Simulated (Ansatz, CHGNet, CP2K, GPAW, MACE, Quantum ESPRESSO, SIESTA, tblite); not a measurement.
# Random packing of Sn (61 atoms) in CP2K, part 2 of 2

Aim: run random packing of Sn (61 atoms) in CP2K and see how near its forces come to a plane-wave reference, and at what cost.

Program: CP2K 2026.2; the method stands at each step. Banners, paths, timers and routine set-up lines are dropped from the logs unmarked, and long logs keep their key lines alone; longer cuts are marked.

So far. Step 2 (PBE, DZVP-UZH, 350/50 Ry, diagonalisation): Forces lie 5.0 % from the reference's, at 0.20 times its CPU time. Step 3 (GFN1-xTB, diagonalisation): Against the first run (5.0 %), the force difference from the reference is 50 %, at 0.065 times the CPU time (on 1 against 4 cores) (95 SCF steps against 18); the model has changed, so this is no error of the program alone.

## (4) PBE, SZV-MOLOPT-SR, 350/50 Ry, diagonalisation

Method: Kohn-Sham DFT, PBE, GTH-PBE pseudopotentials, Gaussian and plane waves, SZV-MOLOPT-SR-GTH, diagonalisation.

input.inp reads:

```
&GLOBAL
  PROJECT cell
  RUN_TYPE ENERGY_FORCE
  PRINT_LEVEL LOW
&END GLOBAL
&FORCE_EVAL
  METHOD QS
  STRESS_TENSOR ANALYTICAL
  &DFT
    BASIS_SET_FILE_NAME BASIS_MOLOPT
    POTENTIAL_FILE_NAME GTH_POTENTIALS
    &MGRID
      CUTOFF 350
      REL_CUTOFF 50
    &END MGRID
    &QS
      EPS_DEFAULT 1.0E-12
    &END QS
    &SCF
      SCF_GUESS ATOMIC
      EPS_SCF 1.0E-06
      MAX_SCF 200
      ADDED_MOS 27
      &DIAGONALIZATION
        ALGORITHM STANDARD
      &END DIAGONALIZATION
      &SMEAR ON
        METHOD FERMI_DIRAC
        ELECTRONIC_TEMPERATURE [K] 580
      &END SMEAR
      &MIXING
        METHOD BROYDEN_MIXING
        ALPHA 0.15
        NBROYDEN 8
      &END MIXING
      &PRINT
        &RESTART OFF
        &END RESTART
      &END PRINT
    &END SCF
    &XC
      &XC_FUNCTIONAL PBE
      &END XC_FUNCTIONAL
    &END XC
    &PRINT
      &MULLIKEN ON
      &END MULLIKEN
      &LOWDIN ON
      &END LOWDIN
      &MO ON
        EIGENVALUES T
        OCCUPATION_NUMBERS T
        MO_INDEX_RANGE 111 134
        &EACH
          QS_SCF 0
        &END EACH
        ADD_LAST NUMERIC
      &END MO
    &END PRINT
  &END DFT
  &SUBSYS
    &CELL
      A 11.91370 0.00000 0.00000
      B 0.00000 11.91370 0.00000
      C 0.00000 0.00000 11.91370
    &END CELL
    &COORD
      Sn 11.62718 1.69329 0.02228
      Sn 5.33079 0.03193 1.09844
      Sn 9.60506 6.44186 11.35578
      Sn 3.11174 4.12476 0.99658
      Sn 7.43022 6.86646 8.98484
      Sn 3.79904 6.30366 3.36419
      Sn 4.73796 3.75865 6.31271
      Sn 2.20070 0.67956 6.25171
      Sn 8.68282 1.73928 11.17362
      Sn 5.37641 1.70688 4.26153
      Sn 2.60243 9.93412 3.20490
      Sn 4.03410 10.00203 7.74426
      Sn 4.07389 10.75819 10.42627
      Sn 1.31968 8.15648 8.61944
      Sn 1.02505 6.05943 0.68361
      Sn 7.23948 0.42913 8.64601
      Sn 6.14306 2.89896 11.07378
      Sn 0.05540 0.04182 7.49419
      Sn 10.57377 0.78321 9.67476
      Sn 11.16504 4.76262 9.93555
[... 37 atom lines left out ...]
      Sn 7.97086 7.10819 4.35648
      Sn 7.45464 3.30951 8.40095
      Sn 6.76936 4.33933 1.50553
      Sn 11.80397 11.15170 1.34148
    &END COORD
    &KIND Sn
      BASIS_SET SZV-MOLOPT-SR-GTH-q4
      POTENTIAL GTH-PBE-q4
    &END KIND
  &END SUBSYS
  &PRINT
    &FORCES ON
    &END FORCES
    &STRESS_TENSOR ON
    &END STRESS_TENSOR
  &END PRINT
&END FORCE_EVAL
```

Started as:

```bash
$ OMP_NUM_THREADS=1 cp2k.psmp -i input.inp > output.txt
```

Numbers of over 12 decimals in the logs are rounded to 6 here.

Log:

```text
CP2K| version string:                                       CP2K version 2026.2
 CP2K| Input file name                                                 input.inp
 GLOBAL| Basis set file name                                        BASIS_MOLOPT
 GLOBAL| Potential file name                                      GTH_POTENTIALS
[... lines left out ...]
 Number of electrons:                                                        244
[... lines left out ...]
  Step     Update method      Time    Convergence         Total energy    Change
[... lines left out ...]
  *** SCF run converged in    19 steps ***
[... lines left out ...]
  Fermi energy:                                                 0.213094
  Total energy:                                              -209.567914
  Total energy (extrapolated to T->0):                       -209.563031
[... lines left out ...]
 MO| E(Fermi):            0.213094 a.u.          5.798583 eV
[... lines left out ...]
 ENERGY| Total FORCE_EVAL ( QS ) energy [hartree]           -209.567912
[... lines left out ...]
 FORCES|      1 -2.33985896E-02 -1.92644294E-02  4.04950775E-02   5.05812568E-02
 FORCES|      2  2.57145461E-02 -1.15023300E-02  1.68502657E-02   3.28248828E-02
 FORCES|      3 -3.34866143E-02  1.99937969E-02 -4.45996323E-02   5.92472147E-02
[...]
FORCES|     60  3.32927271E-02 -7.25842201E-03  1.94378846E-02   3.92290928E-02
 FORCES|     61 -4.72056382E-02  4.99763124E-02 -2.92364830E-02   7.47045917E-02
 FORCES| Sum     2.31698572E-05  2.60435709E-05 -2.42801211E-05
 FORCES| Total atomic force                                       4.24809858E-05
 STRESS| Analytical stress tensor [bar]
 STRESS|                        x                   y                   z
 STRESS|      x        1.99731047812E+05  -3.47598483904E+04  -2.74413738107E+04
 STRESS|      y       -3.47598483904E+04   2.06895851418E+05   1.39158315564E+03
 STRESS|      z       -2.74413738107E+04   1.39158315564E+03   2.08303244141E+05
 STRESS| 1/3 Trace                                             2.04976714457E+05
```

Run time: 2.2 min. Hardware: 1 thread of Arm Neoverse V2, shared host; peak memory 1.8 GiB.

Numbers from this run, and their distance from the reference:

```
r.m.s. force component                  : 1.413 eV/Å
r.m.s. difference of force components   : 334 meV/Å
longest difference of force vectors     : 1138 meV/Å
force difference over r.m.s. force      : 28.19 %
slope of forces against the reference's : 1.171
correlation of force components         : 0.9822
pressure                                : 20.5 GPa
pressure difference                     : 5.629 GPa
```

This is a coarse setting, run to see what it loses.

Against the first run (5.0 %), the force difference from the reference is 28 %, at 0.70 times the CPU time (on 1 against 4 cores), with 244 basis functions against 793; this set comes with other potentials too, so the change isn't the basis's alone.

## (5) PBE, TZV2P-UZH, 350/50 Ry, diagonalisation

Method: Kohn-Sham DFT, PBE, GTH-PBE pseudopotentials, Gaussian and plane waves, TZV2P-MOLOPT (UZH set), diagonalisation.

input.inp: that of step 4 with these lines changed.

```diff
@@ -9,4 +9,4 @@
   &DFT
-    BASIS_SET_FILE_NAME BASIS_MOLOPT
-    POTENTIAL_FILE_NAME GTH_POTENTIALS
+    BASIS_SET_FILE_NAME BASIS_MOLOPT_UZH
+    POTENTIAL_FILE_NAME POTENTIAL_UZH
     &MGRID
@@ -67,2 +67,3 @@
     &COORD
+      SCALED
 [... 61 atom lines left out: the same atoms as in the first run ...]
@@ -70,3 +71,3 @@
     &KIND Sn
-      BASIS_SET SZV-MOLOPT-SR-GTH-q4
+      BASIS_SET TZV2P-MOLOPT-PBE-GTH-q4
       POTENTIAL GTH-PBE-q4
```

Started as:

```bash
$ OMP_NUM_THREADS=1 mpirun -np 4 cp2k.psmp -i input.inp > output.txt
```

Log:

```text
CP2K| version string:                                       CP2K version 2026.2
 CP2K| Input file name                                                 input.inp
 GLOBAL| Basis set file name                                    BASIS_MOLOPT_UZH
 GLOBAL| Potential file name                                       POTENTIAL_UZH
[... lines left out ...]
 Number of electrons:                                                        244
[... lines left out ...]
  Step     Update method      Time    Convergence         Total energy    Change
[... lines left out ...]
  *** SCF run converged in    18 steps ***
[... lines left out ...]
  Fermi energy:                                                 0.184100
  Total energy:                                              -211.457563
  Total energy (extrapolated to T->0):                       -211.451983
[... lines left out ...]
 MO| E(Fermi):            0.184100 a.u.          5.009610 eV
[... lines left out ...]
 ENERGY| Total FORCE_EVAL ( QS ) energy [hartree]           -211.457560
[... lines left out ...]
 FORCES|      1 -1.81279807E-02 -1.62537214E-02  3.27124318E-02   4.07787976E-02
 FORCES|      2  2.07374324E-02 -7.65575794E-03  1.52393487E-02   2.68493852E-02
 FORCES|      3 -2.94177083E-02  2.27904452E-02 -3.57342273E-02   5.15920629E-02
[...]
FORCES|     60  2.43567201E-02 -4.10626238E-03  1.27743174E-02   2.78081713E-02
 FORCES|     61 -4.39467250E-02  4.22235714E-02 -1.99479450E-02   6.41253860E-02
 FORCES| Sum    -1.68274224E-06  2.65573337E-06 -8.69886196E-06
 FORCES| Total atomic force                                       9.24958056E-06
 STRESS| Analytical stress tensor [bar]
 STRESS|                        x                   y                   z
 STRESS|      x        1.55229962668E+05  -2.95852674740E+04  -2.47115004852E+04
 STRESS|      y       -2.95852674740E+04   1.55329085885E+05   3.16524004563E+02
 STRESS|      z       -2.47115004852E+04   3.16524004563E+02   1.62784600577E+05
 STRESS| 1/3 Trace                                             1.57781216376E+05
```

It took 57 s on 4 MPI ranks; peak memory 4.6 GiB; 3.8 min of CPU time.

Numbers from this run, and their distance from the reference:

```yaml
r_m_s_force_component: 1.176 eV/Å
r_m_s_difference_of_force_components: 55.84 meV/Å
longest_difference_of_force_vectors: 234.9 meV/Å
force_difference_over_r_m_s_force: 4.713 %
slope_of_forces_against_the_reference_s: 0.9911
correlation_of_force_components: 0.9989
pressure: 15.78 GPa
pressure_difference: 0.9094 GPa
```

Against the first run (5.0 %), the force difference from the reference is 4.7 %, at 1.2 times the CPU time, with 1342 basis functions against 793.

## (6) PBE, DZVP-UZH, 244/50 Ry, diagonalisation

Method: Kohn-Sham DFT, PBE, GTH-PBE pseudopotentials, Gaussian and plane waves, DZVP-MOLOPT (UZH set), diagonalisation.

input.inp: that of step 5 with these lines changed.

```diff
@@ -12,3 +12,3 @@
     &MGRID
-      CUTOFF 350
+      CUTOFF 244
       REL_CUTOFF 50
@@ -71,3 +71,3 @@
     &KIND Sn
-      BASIS_SET TZV2P-MOLOPT-PBE-GTH-q4
+      BASIS_SET DZVP-MOLOPT-PBE-GTH-q4
       POTENTIAL GTH-PBE-q4
```

Log:

```text
CP2K| version string:                                       CP2K version 2026.2
 CP2K| Input file name                                                 input.inp
 GLOBAL| Basis set file name                                    BASIS_MOLOPT_UZH
 GLOBAL| Potential file name                                       POTENTIAL_UZH
[... lines left out ...]
 Number of electrons:                                                        244
[... lines left out ...]
  Step     Update method      Time    Convergence         Total energy    Change
[... lines left out ...]
  *** SCF run converged in    18 steps ***
[... lines left out ...]
  Fermi energy:                                                 0.185919
  Total energy:                                              -211.310647
  Total energy (extrapolated to T->0):                       -211.305099
[... lines left out ...]
 MO| E(Fermi):            0.185919 a.u.          5.059104 eV
[... lines left out ...]
 ENERGY| Total FORCE_EVAL ( QS ) energy [hartree]           -211.310646
[... lines left out ...]
 FORCES|      1 -1.86019237E-02 -1.66511131E-02  3.29157994E-02   4.13127218E-02
 FORCES|      2  2.08085576E-02 -7.88926123E-03  1.54990716E-02   2.71193240E-02
 FORCES|      3 -2.95274680E-02  2.26421544E-02 -3.57431479E-02   5.15956505E-02
[...]
FORCES|     60  2.48616577E-02 -4.18966815E-03  1.26462122E-02   2.82060637E-02
 FORCES|     61 -4.38849063E-02  4.22887026E-02 -2.02119228E-02   6.42085757E-02
 FORCES| Sum    -4.38859223E-06  1.47675433E-05 -4.46641051E-06
 FORCES| Total atomic force                                       1.60402275E-05
 STRESS| Analytical stress tensor [bar]
 STRESS|                        x                   y                   z
 STRESS|      x        1.59269529395E+05  -2.94962125648E+04  -2.49059435653E+04
 STRESS|      y       -2.94962125648E+04   1.59503159753E+05   2.96558406529E+02
 STRESS|      z       -2.49059435653E+04   2.96558406529E+02   1.66367410807E+05
 STRESS| 1/3 Trace                                             1.61713366652E+05
```

Run time: 70 s. Hardware: 4 MPI ranks; peak memory 3.1 GiB; 4.7 min of CPU time.

Numbers from this run, and their distance from the reference:

* r.m.s. force component: 1.178 eV/Å
* r.m.s. difference of force components: 59.33 meV/Å
* longest difference of force vectors: 242.2 meV/Å
* force difference over r.m.s. force: 5.008 %
* slope of forces against the reference's: 0.9927
* correlation of force components: 0.9988
* pressure: 16.17 GPa
* pressure difference: 1.303 GPa
* energy less the same-level run's: 0.0004 meV/atom
* r.m.s. force difference from the same-level run: 0.072 meV/Å

Against the first run (5.0 %), the force difference from the reference is 5.0 %, at 1.5 times the CPU time: the change moves forces by 0.072 meV/Å r.m.s., so most of the difference comes from elsewhere.

## (7) Side by side

Differences are against the plane-wave reference, forces as r.m.s. over components; share is that over the reference's r.m.s. force, slope the least-squares factor from reference forces to these. Total energies of different programs have different zeros and aren't compared.

```
                                                         run  Δ force, r.m.s. (meV/Å)  share (%)  slope  Δ pressure (GPa)  cores  CPU time  memory (GiB)
                                                   reference                        -          -      -                 -      4    15 min           4.9
              CP2K PBE, DZVP-UZH, 350/50 Ry, diagonalisation                     59.3       5.01  0.993              1.30      4   3.1 min           3.6
                              CP2K GFN1-xTB, diagonalisation                      594       50.1  1.221             -13.9      1      12 s          0.23
CP2K PBE, SZV-MOLOPT-SR, 350/50 Ry, diagonalisation (coarse)                      334       28.2  1.171              5.63      1   2.2 min           1.8
             CP2K PBE, TZV2P-UZH, 350/50 Ry, diagonalisation                     55.8       4.71  0.991             0.909      4   3.8 min           4.6
     CP2K PBE, DZVP-UZH, 244/50 Ry, diagonalisation (coarse)                     59.3       5.01  0.993              1.30      4   4.7 min           3.1
```

Rows marked coarse were listed beforehand as settings not expected to be converged; some can still land near the reference.

CPU time is summed over cores on a shared host, where runs went side by side, so it is rough. Symmetry, cutoffs, thresholds, outputs and thread counts weren't matched or tuned between programs; memory under MPI is the largest rank's times the ranks.

Within one program, basis, potentials and functional, energies share a zero. Each run against its twin at the usual cutoff or grid and solver:

```
                                           run                                  twin  Δ energy (meV/atom)  Δ force, r.m.s. (meV/Å)  CPU time over the twin's
CP2K PBE, DZVP-UZH, 244/50 Ry, diagonalisation  DZVP-UZH, 350/50 Ry, diagonalisation               4.0e-4                    0.072                       1.5
```

## (8) Summary of results

| Quantity | Value |
| --- | --- |
| nearest in forces | CP2K PBE, TZV2P-UZH, 350/50 Ry, diagonalisation, 4.7 % |
| its CPU time | 3.8 min |

**Reading.** The PBE runs in local orbitals, coarse settings apart, differ by 4.7 % (CP2K PBE, TZV2P-UZH, 350/50 Ry, diagonalisation) to 5.0 % (CP2K PBE, DZVP-UZH, 350/50 Ry, diagonalisation); basis, grid and potentials can all enter. Tight binding differs by 50 % (CP2K GFN1-xTB, diagonalisation); it is another model, with fitted parameters of its own, and the xTB methods hold dispersion. CP2K GFN1-xTB, diagonalisation needed 95 SCF steps, so its time overstates the method's usual cost. Runs with settings chosen to be coarse differ by 5.0 % (CP2K PBE, DZVP-UZH, 244/50 Ry, diagonalisation) to 28 % (CP2K PBE, SZV-MOLOPT-SR, 350/50 Ry, diagonalisation), their programs' other errors included. Of the electronic-structure runs that take under half the reference's CPU time, CP2K PBE, TZV2P-UZH, 350/50 Ry, diagonalisation comes nearest, at 4.7 % in 3.8 min against 15 min. CP2K PBE, SZV-MOLOPT-SR, 350/50 Ry, diagonalisation stiffens the forces by a factor of 1.17 while following their directions (correlation 0.982); the slopes of the 5 CP2K runs lie between 0.99 and 1.22. In pressure, CP2K PBE, SZV-MOLOPT-SR, 350/50 Ry, diagonalisation misses by +5.6 GPa, at the same functional. Periodic xTB results under one method name differ between programs and library versions. The potentials hold different valence shells: 854 electrons in the reference, 244 in CP2K with TZV2P-UZH; this bears on time and differences. The reference's pressure holds the uncorrected Pulay stress of its 45 Ry basis, so small pressure differences, and their order, may be the reference's own error. The reference's pressure of 15 GPa says that the cell would expand at this level of theory. The electronic-structure runs sample only Γ, in a cell whose shortest periodic width is 12 Å, which is coarse for a cell with partly filled levels.

[Also dropped from logs without a mark: logging warnings of Python, and SIESTA's first energy breakdown and zero terms.]

[Logs are printed without paths, hosts, clocks, repeated set-up lines and the standing remarks that a program may print on its own settings, such as how far it seeks lower states.]

[Hosts, paths, dates, database ids (printed as entryN), source tags and the programs' standing remarks are cut or masked in the printed files.]
